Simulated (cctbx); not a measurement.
# What is wrong with this refinement?

Cell a = 5.5980 Å, b = 5.5980 Å, c = 26.5910 Å, α = 90.00°, β = 90.00°, γ = 120.00°; space group P6_3/mmc (no. 194).

Simulated single-crystal data (cctbx): Ag Kα, λ = 0.56087 Å, to d = 0.77 Å, 70 % of the full sphere, strongest reflection 5000 counts, noise from counting, a 4 % proportional error and a noise floor of 4 counts (s.d.); no absorption, and some extinction, which the refinements don't model.

An isotropic refinement with weights 1/σ² prints:

```text
Rint 0.066, 375 unique reflections to 0.77 A
cycle     R1     wR2    GooF  max shift (A)
   1  0.7271  0.9490  24.508   0.95074
   4  0.0217  0.0437   1.128   0.00000
final R1 0.0217 wR2 0.0437 GooF 1.128  parameters 14  data/parameter 26.8
atom        x        y        z      Ueq    occ   su(xyz)  su(Uiso or U11)
Tm1    0.66667  0.33333  0.67616   0.0046  1.000  0.00003  0.0002
Tm2    0.66667  0.33333  0.52983   0.0059  1.000  0.00003  0.0002
Mo1    0.66667  0.33333  0.33302   0.0039  1.000  0.00005  0.0003
Mo2    0.00000  0.00000  0.66931   0.0051  1.000  0.00005  0.0002
Mo3    0.16507  0.83493  0.58927   0.0052  1.000  0.00010  0.0002
Mo4    0.83094  0.16906  0.25000   0.0076  1.000  0.00015  0.0002
Mo5    0.00000  0.00000  0.50000   0.0062  1.000  0.00000  0.0004
difference map: max 2.81 min -4.51 rms 0.63
Q1    0.3333  0.6667  0.7342    4    2.85  1.65 A from Mo4
Q2    0.0000  0.0000  0.2500    2    2.51  1.64 A from Mo4
Q3    0.2739  0.5477  0.2097   12    2.41  1.06 A from Tm1
Q4    0.2663  0.5326  0.1519   12    2.20  0.92 A from Tm1
Q5    0.2070  0.4140  0.0326   12    2.09  1.23 A from Tm2
Q6    0.2754  0.5508  0.2500    6    1.98  2.04 A from Tm1
```

Q: Accept it or mend it, and why?

It can stand. The set-up had a fault (start far from the minimum), but the refinement still reached the right minimum: R1 = 0.0217, wR2 = 0.0437, GooF = 1.13 against R1 = 0.0217, wR2 = 0.0437, GooF = 1.13 for the right model.

The compound is Tm2Mo7. The right model at the same level gives:

```text
Rint 0.066, 375 unique reflections to 0.77 A
cycle     R1     wR2    GooF  max shift (A)
   1  0.1291  0.2678   6.916   0.04011
   2  0.0217  0.0437   1.128   0.00000
final R1 0.0217 wR2 0.0437 GooF 1.128  parameters 14  data/parameter 26.8
atom        x        y        z      Ueq    occ   su(xyz)  su(Uiso or U11)
Tm1    0.66667  0.33333  0.67616   0.0046  1.000  0.00003  0.0002
Tm2    0.66667  0.33333  0.52983   0.0059  1.000  0.00003  0.0002
Mo1    0.66667  0.33333  0.33302   0.0039  1.000  0.00005  0.0003
Mo2    0.00000  0.00000  0.66931   0.0051  1.000  0.00005  0.0002
Mo3    0.16507  0.83493  0.58927   0.0052  1.000  0.00010  0.0002
Mo4    0.83094  0.16906  0.25000   0.0076  1.000  0.00015  0.0002
Mo5    0.00000  0.00000  0.50000   0.0062  1.000  0.00000  0.0004
difference map: max 2.81 min -4.51 rms 0.63
Q1    0.3333  0.6667  0.7342    4    2.85  1.65 A from Mo4
Q2    0.0000  0.0000  0.2500    2    2.51  1.64 A from Mo4
Q3    0.2739  0.5477  0.2097   12    2.41  1.06 A from Tm1
Q4    0.2663  0.5326  0.1519   12    2.20  0.92 A from Tm1
Q5    0.2070  0.4140  0.0326   12    2.09  1.23 A from Tm2
Q6    0.2754  0.5508  0.2500    6    1.98  2.04 A from Tm1
```

Isotropic U is held between 0.0001 and 1 Å² by the program, and listed peak heights are interpolated, so they can pass the grid's maximum.

The model is made up (kin elements in a known structure type, no relaxation), so it says nothing on whether the phase exists.

[Middle refinement cycles are left out of these outputs.]

[Logs are printed without paths, hosts, clocks, repeated set-up lines and the standing remarks that a program may print on its own settings, such as how far it seeks lower states.]
